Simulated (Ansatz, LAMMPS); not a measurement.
## Amorphous 64SiO2-25Y2O3-11Al2O3 (mol %) (164 atoms): geometry optimisation

Wanted: the relaxed structure of amorphous 64SiO2-25Y2O3-11Al2O3 (mol %) (164 atoms) and its electronic structure.

Calculated with Ansatz 0.2.0; Kohn-Sham DFT, r2SCAN, PAW (set soft_2), plane waves.

Most raw output is cut from this account.

**1. Set-up**

The cell holds 164 atoms: 28 Si, 22 Y, 10 Al and 104 O. Its edges and angles: a = 13.034 Å, b = 13.034 Å, c = 13.034 Å, α = 90.0°, β = 90.0°, γ = 90.0°. 164 atoms (28 Si, 22 Er, 10 Al, 104 O) placed at random at 4.5 g/cm³, melted at 5000 K for 10 ps at fixed volume with the Morse and Coulomb pair potential with partial charges (Pedone, Malavasi, Menziani, Cormack and Segre, J. Phys. Chem. B 110, 11780 (2006)). Quenched from 5000 K to 300 K at 1000 K/ps and fixed volume, held 10 ps at zero pressure, then minimised at fixed cell. Then Er was replaced by Y and the cell scaled by 1.01 (the potential has no terms for the new elements, so the cell is a start for a DFT relaxation).

Limits known from the start: The quench rate of 1000 K/ps is many orders above laboratory rates, so the cell is likely richer in defects and strain than a real sample. The starting topology of bonds comes from the classical model. Sampling is at Γ alone, for a cell whose shortest periodic width is 13 Å.

**2. Making the structure**

A classical potential makes the cell, at a small fraction of what the same run would cost in DFT.

This step: classical MD, Morse and Coulomb pair potential with partial charges (Pedone, Malavasi, Menziani, Cormack and Segre, J. Phys. Chem. B 110, 11780 (2006)) (LAMMPS 22 Jul 2025 - Update 4).

File in.lmp:

```
# melt-quench of Si28Er22Al10O104
units metal
atom_style charge
boundary p p p
region box block 0 13.3129 0 13.3129 0 13.3129
create_box 4 box
mass 1 28.0850   # Si
mass 2 167.2590   # Er
mass 3 26.9815   # Al
mass 4 15.9990   # O
create_atoms 1 random 28 422297 NULL overlap 1.5 maxtry 2000
create_atoms 2 random 22 422304 NULL overlap 1.5 maxtry 2000
create_atoms 3 random 10 422311 NULL overlap 1.5 maxtry 2000
create_atoms 4 random 104 422318 NULL overlap 1.5 maxtry 2000
pair_style hybrid/overlay pedone 5.5 coul/long 8.0
pair_coeff * * coul/long
pair_coeff 1 4 pedone 0.340554 2.006700 2.100000 1   # Si-O
pair_coeff 2 4 pedone 0.040448 2.294078 2.837722 3   # Er-O
pair_coeff 3 4 pedone 0.361581 1.900442 2.164818 0.9   # Al-O
pair_coeff 4 4 pedone 0.042395 1.379316 3.618701 22   # O-O
set type 1 charge 2.4
set type 2 charge 1.8
set type 3 charge 1.8
set type 4 charge -1.2
kspace_style pppm 1.0e-4
neigh_modify delay 0 every 1 check yes
thermo_style custom step time temp pe press density
thermo_modify norm yes
timestep 0.002
thermo 100
min_style cg
minimize 1e-4 1e-4 200 2000
reset_timestep 0
velocity all create 5000 422298 mom yes dist gaussian
# [... 14 lines left out ...]
thermo 1666
fix md all npt temp 300 300 0.2 iso 0 0 2
run 5000 post no
unfix md
thermo 100
min_style cg
minimize 0 1e-3 2000 20000
write_dump all custom glass.dump id type xs ys zs modify sort id
```

Launch:

```
> lmp -in in.lmp -log none -nocite
```

Run time: 10 s. Hardware: 1 thread of Arm Neoverse V2, shared host; peak memory 0.078 GiB.

**3. Single point at the start**

A single point comes first, to see the forces before anything moves.

File input.yaml:

```yaml
crystal:
  lattice:
    - [13.03386, 0.0, 0.0]
    - [0.0, 13.03386, 0.0]
    - [0.0, 0.0, 13.03386]
  atoms:
    - { symbol: Si, position: [0.73372, 0.19079, 0.83055] }
    - { symbol: Si, position: [0.96764, 0.32004, 0.13888] }
    - { symbol: Si, position: [0.42131, 0.03568, 0.99508] }
    - { symbol: Si, position: [0.95065, 0.07911, 0.8045] }
    - { symbol: Si, position: [0.61531, 0.27144, 0.64915] }
    - { symbol: Si, position: [0.14386, 0.44878, 0.91471] }
    - { symbol: Si, position: [0.95028, 0.3355, 0.65898] }
    - { symbol: Si, position: [0.27544, 0.68624, 0.28305] }
    - { symbol: Si, position: [0.21835, 0.9033, 0.952] }
    - { symbol: Si, position: [0.56559, 0.92031, 0.15308] }
    - { symbol: Si, position: [0.41382, 0.25558, 0.09855] }
    - { symbol: Si, position: [0.70856, 0.94771, 0.34256] }
    - { symbol: Si, position: [0.88853, 0.33807, 0.35658] }
    - { symbol: Si, position: [0.51122, 0.72121, 0.26984] }
    - { symbol: Si, position: [0.49081, 0.1793, 0.31847] }
    - { symbol: Si, position: [0.37612, 0.60159, 0.65138] }
    - { symbol: Si, position: [0.56739, 0.46317, 0.34045] }
    - { symbol: Si, position: [0.35998, 0.8262, 0.64393] }
    - { symbol: Si, position: [0.60691, 0.98654, 0.84026] }
    - { symbol: Si, position: [0.93274, 0.38523, 0.8954] }
    - { symbol: Si, position: [0.21421, 0.16414, 0.17458] }
    - { symbol: Si, position: [0.86854, 0.87008, 0.57963] }
    - { symbol: Si, position: [0.33913, 0.07442, 0.46413] }
    - { symbol: Si, position: [0.99745, 0.76947, 0.41471] }
    - { symbol: Si, position: [0.77811, 0.53832, 0.43785] }
    - { symbol: Si, position: [0.16581, 0.49456, 0.37706] }
    - { symbol: Si, position: [0.75211, 0.3232, 0.03601] }
    - { symbol: Si, position: [0.04493, 0.01884, 0.59431] }
    - { symbol: "Y", position: [0.34821, 0.20667, 0.66379] }
    - { symbol: "Y", position: [0.20877, 0.4089, 0.6624] }
    - { symbol: "Y", position: [0.82343, 0.94525, 0.17191] }
    - { symbol: "Y", position: [0.14197, 0.27666, 0.46168] }
    [... 126 atom lines left out ...]
    - { symbol: O, position: [0.83856, 0.12901, 0.80593] }
    - { symbol: O, position: [0.80939, 0.02403, 0.34236] }
    - { symbol: O, position: [0.00969, 0.07147, 0.48902] }
    - { symbol: O, position: [0.26206, 0.56981, 0.6315] }
    - { symbol: O, position: [0.59221, 0.93611, 0.72927] }
    - { symbol: O, position: [0.83984, 0.60688, 0.35091] }
kpoints:
  mp_grid: { grid: [1, 1, 1] }
hamiltonian:
  xc: r2scan
scf:
  occupations: { method: fixed }
output:
  forces: true
  stress: true
  populations: true
  dos:
    method: { smearing: { sigma: 0.15 } }
    de: 0.1
    projected: { site_lists: { Al: [Al], O: [O], Si: [Si], "Y": ["Y"] } }
  eigenvalues: true
```

Launch:

```
> ansatz run input.yaml --threads 4 --pin off --max-ram 8192MiB --backend cpu --events-out ev --progress --plain --runs-dir out
```

Run time: 2 min. Hardware: 4 threads of Arm Neoverse V2, shared host; peak memory 6.6 GiB.

The program notes that it cut back its work space to fit the memory limit.

Numbers from this run:

```yaml
free_energy: -167598.1148 eV
free_energy_per_atom: -1021.9397 eV/atom
scf_cycles: 10
pressure: -3.442 GPa
r_m_s_force_component: 0.6636 eV/Å
longest_force: 2.609 eV/Å
fermi_energy: 5.862 eV
spacing_of_highest_filled_and_lowest_empty_level: 3.372 eV
spilling_of_the_projection: 0.00878
```

The r.m.s. force component of 0.66 eV/Å and the pressure of -3.4 GPa set the starting point.

Neighbours are counted within 2.16 Å (O-Si), 3.18 Å (O-Y), 2.33 Å (O-Al).

Length of the force by element and coordination:

```csv
element,coordination,atoms,mean length of the force (eV/Å),spread,least,most
Al,all,10,1.09,0.350,0.530,1.70
O,all,104,0.922,0.463,0.103,2.61
O,2,35,0.906,0.558,0.103,2.61
O,3,54,0.984,0.425,0.165,2.01
O,4,15,0.737,0.237,0.273,1.13
Si,all,28,1.35,0.582,0.225,2.39
Y,all,22,1.08,0.540,0.254,2.32
Y,6,14,1.06,0.572,0.256,2.32
Y,7,8,1.13,0.477,0.254,1.98
```

**4. Cell and atoms relaxed**

Cell and atoms are freed together, to release stress as well as forces.

input.yaml, the sections that differ from step 3:

```yaml
output:
  forces: true
relax:
  f_tol: 0.05
  max_steps: 91
  cell: {}
# crystal, kpoints, hamiltonian, scf: as in step 3
```

It took 22 min on 4 threads; peak memory 6.2 GiB.

The steps of the relaxation:

| step | energy less that of the first step (eV) | largest force component (eV/Å) | pressure (GPa) | volume (Å³) |
| --- | --- | --- | --- | --- |
| 1 | 0.0000 | 2.0468 | -3.44 | 2214.21 |
| 2 | -3.6345 | 1.4399 | 1.31 | 2126.83 |
| 3 | -5.1510 | 0.9850 | 0.38 | 2141.82 |
| 4 | -6.3166 | 0.4251 | -0.02 | 2147.31 |
| 5 | -6.7534 | 0.3933 | -0.05 | 2146.61 |
| 6 | -7.0046 | 0.2972 | -0.12 | 2146.78 |
| 7 | -7.2806 | 0.2680 | -0.08 | 2145.67 |
| 8 | -7.4670 | 0.3839 | -0.10 | 2144.23 |
| 9 | -7.3990 | 0.7174 | -0.06 | 2140.74 |
| 10 | -7.5481 | 0.2884 | 0.05 | 2142.15 |
| 11 | -7.6096 | 0.2413 | 0.04 | 2140.82 |
| 12 | -7.6719 | 0.1880 | 0.03 | 2137.83 |
| 13 | -7.6521 | 0.3629 | -0.03 | 2134.01 |
| 14 | -7.7232 | 0.2323 | -0.01 | 2136.07 |
| 15 | -7.7409 | 0.1187 | 0.00 | 2136.47 |
| 16 | -7.7510 | 0.0635 | 0.00 | 2135.18 |
| 17 | -7.7525 | 0.0451 | 0.01 | 2136.14 |
| 18* | -7.7086 | 0.0454 | 0.02 | 2136.14 |

Relaxation steps marked * repeat the geometry before them on a plane-wave basis chosen anew for their cell, so energy and pressure can jump there. Relaxation steps 9, 13 were tried and not accepted.

| cell as run | before | after | change |
| --- | --- | --- | --- |
| a (Å) | 13.034 | 12.856 | -1.4 % |
| b (Å) | 13.034 | 13.161 | +1.0 % |
| c (Å) | 13.034 | 12.661 | -2.9 % |
| α (°) | 90.00 | 86.09 | -4.3 % |
| β (°) | 90.00 | 88.43 | -1.7 % |
| γ (°) | 90.00 | 88.98 | -1.1 % |
| volume (Å³/atom) | 13.50 | 13.03 | -3.5 % |

The atoms that moved most (Å, as changes of fractional coordinates times the final cell):

```csv
atom,dx,dy,dz,length
Y42,0.764,0.227,0.719,1.073
O107,0.350,-0.831,-0.378,0.978
O72,0.907,0.305,0.078,0.960
O83,0.454,0.214,0.760,0.911
O88,-0.348,-0.604,-0.548,0.887
O147,0.657,0.349,-0.138,0.756
Y44,0.235,0.693,-0.177,0.753
Si7,0.450,0.315,0.368,0.661
```

The relaxation changed the energy by -47.0 meV/atom, and atoms moved by 0.32 Å r.m.s., 1.1 Å at most.

**5. Local order after relaxation**

Bonds before and after, by the cutoffs listed below:

```
pair  bonds before  bonds after  mean before (Å)  mean after (Å)  spread before (Å)  spread after (Å)
O-Si           112          112            1.634           1.633              0.058             0.043
 O-Y           135          141            2.375           2.355              0.184             0.195
O-Al            40           41            1.784           1.784              0.061             0.066
```

Density 3.63 g/cm³, 13.03 Å³ an atom.

g(r), total and by pair (bins of 0.2 Å):

```
r (Å)  total   O-O  O-Si   O-Y  O-Al  Si-Si  Si-Y
 1.50   0.58  0.00  2.71  0.00  0.00   0.00  0.00
 1.70   2.63  0.00  9.48  0.00  7.50   0.00  0.00
 1.90   0.24  0.00  0.09  0.00  2.90   0.00  0.00
 2.10   0.43  0.00  0.00  2.43  0.19   0.00  0.00
 2.30   0.83  0.00  0.00  4.88  0.00   0.00  0.00
 2.50   0.73  1.25  0.00  1.33  0.00   0.00  0.00
 2.70   1.47  3.27  0.08  0.77  0.00   0.00  0.19
 2.90   1.09  2.02  0.24  0.22  0.39   2.84  0.16
 3.10   1.05  1.21  0.70  0.22  0.84   3.39  1.72
 3.30   0.80  0.73  0.97  0.31  0.90   0.21  1.39
 3.50   1.02  0.95  1.19  0.36  0.99   0.00  2.79
 3.70   0.93  0.63  1.29  0.81  0.72   0.47  2.35
 3.90   0.98  0.55  1.39  1.00  1.50   1.01  1.10
 4.10   1.04  0.67  1.66  1.04  1.55   1.42  0.33
 4.30   1.07  0.77  1.31  1.41  1.90   0.81  0.60
 4.50   1.06  0.92  0.88  1.88  0.93   0.96  0.82
 4.70   1.05  1.19  0.83  1.37  0.63   0.89  0.75
 4.90   1.04  1.21  0.72  1.17  0.82   1.07  1.20
 5.10   0.98  1.15  0.84  1.00  0.76   0.93  0.69
 5.30   1.02  1.25  0.82  0.73  0.87   1.16  1.13
 5.50   0.97  1.14  0.80  0.87  0.78   1.09  1.14
 5.70   0.96  0.95  1.07  0.86  0.98   0.80  0.98
 5.90   0.90  0.86  1.00  0.68  0.94   1.05  1.35
 6.10   1.02  0.98  1.09  0.81  1.17   1.05  1.00
```

Bonds by pair of elements; cutoffs follow the first minimum of g(r), held within bounds set by covalent radii, and pairs that aren't listed don't count as bonded:

| pair A-B | cutoff (Å) | bonds | mean length (Å) | spread (Å) | shortest (Å) | B about A | A about B |
| --- | --- | --- | --- | --- | --- | --- | --- |
| O-Si | 2.12 | 112 | 1.63 | 0.043 | 1.57 | 1.08 | 4 |
| O-Y | 3.02 | 141 | 2.35 | 0.195 | 2.06 | 1.36 | 6.41 |
| O-Al | 2.43 | 41 | 1.78 | 0.066 | 1.70 | 0.394 | 4.1 |

How many atoms have how many bonded neighbours:

```
element  mean   2   3   4  5   6   7
     Al   4.1   0   0   9  1   0   0
      O  2.83  32  58  14  0   0   0
     Si     4   0   0  28  0   0   0
      Y  6.41   0   0   0  1  11  10
```

Bond angles, per cent of each kind in bins of 5°:

| angle (°) | O-Y-O | O-Si-O | Si-O-Y | Y-O-Y | O-Al-O |
| --- | --- | --- | --- | --- | --- |
| 55–60 | 2.3 | 0.0 | 0.0 | 0.0 | 0.0 |
| 60–65 | 4.2 | 0.0 | 0.0 | 0.0 | 0.0 |
| 65–70 | 5.5 | 0.0 | 0.0 | 0.0 | 0.0 |
| 70–75 | 8.1 | 0.0 | 0.0 | 0.0 | 0.0 |
| 75–80 | 10.6 | 0.0 | 1.9 | 1.1 | 1.6 |
| 80–85 | 11.2 | 0.0 | 1.9 | 5.8 | 1.6 |
| 85–90 | 5.5 | 0.0 | 2.9 | 9.2 | 3.1 |
| 90–95 | 5.2 | 0.6 | 5.8 | 17.2 | 6.2 |
| 95–100 | 4.2 | 10.7 | 11.7 | 21.8 | 12.5 |
| 100–105 | 4.9 | 12.5 | 7.8 | 12.6 | 14.1 |
| 105–110 | 3.9 | 29.8 | 2.9 | 6.9 | 14.1 |
| 110–115 | 1.6 | 29.2 | 4.9 | 5.8 | 18.8 |
| 115–120 | 2.6 | 10.7 | 3.9 | 2.3 | 12.5 |
| 120–125 | 3.6 | 6.6 | 11.7 | 3.5 | 9.4 |
| 125–130 | 5.2 | 0.0 | 9.7 | 3.5 | 3.1 |
| 130–135 | 4.7 | 0.0 | 8.7 | 4.6 | 1.6 |
| 135–140 | 4.7 | 0.0 | 11.7 | 0.0 | 0.0 |
| 140–145 | 2.3 | 0.0 | 4.9 | 2.3 | 0.0 |
| 145–150 | 0.3 | 0.0 | 2.9 | 2.3 | 0.0 |
| 150–155 | 2.9 | 0.0 | 1.9 | 1.1 | 0.0 |
| 155–160 | 2.3 | 0.0 | 1.0 | 0.0 | 0.0 |
| 160–165 | 1.3 | 0.0 | 1.9 | 0.0 | 0.0 |
| 165–170 | 1.3 | 0.0 | 0.0 | 0.0 | 1.6 |
| 170–175 | 1.3 | 0.0 | 1.9 | 0.0 | 0.0 |
| 175–180 | 0.5 | 0.0 | 0.0 | 0.0 | 0.0 |

Bond angles (no mean is given where the spread exceeds 20°):

| angle | count | mean (°) | spread (°) |
| --- | --- | --- | --- |
| O-Y-O | 385 | - | - |
| O-Si-O | 168 | 109 | 6.7 |
| Si-O-Y | 103 | - | - |
| Y-O-Y | 87 | 104 | 16.5 |
| O-Al-O | 64 | 109 | 13.5 |

Oxygen atoms by the number of network formers (Si, P, Ge, B, Al, As, Ga) bound to them:

| network formers bound to O | O atoms | per cent |
| --- | --- | --- |
| 0 | 6 | 5.8 |
| 1 | 45 | 43.3 |
| 2 | 51 | 49 |
| 3 | 2 | 1.9 |

Network units: each former by its oxygen neighbours and how many of them bridge to another former:

```csv
former,O neighbours,bridging O,atoms
Si,4,1,4
Si,4,2,5
Si,4,3,12
Si,4,4,7
Al,4,2,2
Al,4,3,5
Al,4,4,2
Al,5,3,1
```

Bond length by coordination (bonds to H left out):

| element | coordination | atoms | mean bond length (Å) |
| --- | --- | --- | --- |
| Al | 4 | 9 | 1.77 |
| Al | 5 | 1 | 1.88 |
| O | 2 | 32 | 1.69 |
| O | 3 | 58 | 2.03 |
| O | 4 | 14 | 2.26 |
| Y | 5 | 1 | 2.21 |
| Y | 6 | 11 | 2.33 |
| Y | 7 | 10 | 2.39 |

For some of the pairs, g(r) has its first main peak near 2.7 Å (O-O), 1.6 Å (O-Si), 2.3 Å (O-Y), 1.8 Å (O-Al) and 3.0 Å (Si-Si). By these cutoffs 90 % of Al atoms have 4, 56 % of O atoms have 3, all Si atoms have 4 and 50 % of Y atoms have 6 bonded neighbours. Counting bonds to Si and Al alone, not to Y, 49 % of the oxygens join two of these atoms and 43 % one; 2 % join three; 6 % join none. The commonest Si unit has 4 oxygens, 3 of them shared with other formers (12 of 28 atoms).

(Continued in part 2 of 2.)

[Logs are printed without paths, hosts, clocks, repeated set-up lines and the standing remarks that a program may print on its own settings, such as how far it seeks lower states.]

[Hosts, paths, dates, database ids (printed as entryN), source tags and the programs' standing remarks are cut or masked in the printed files.]
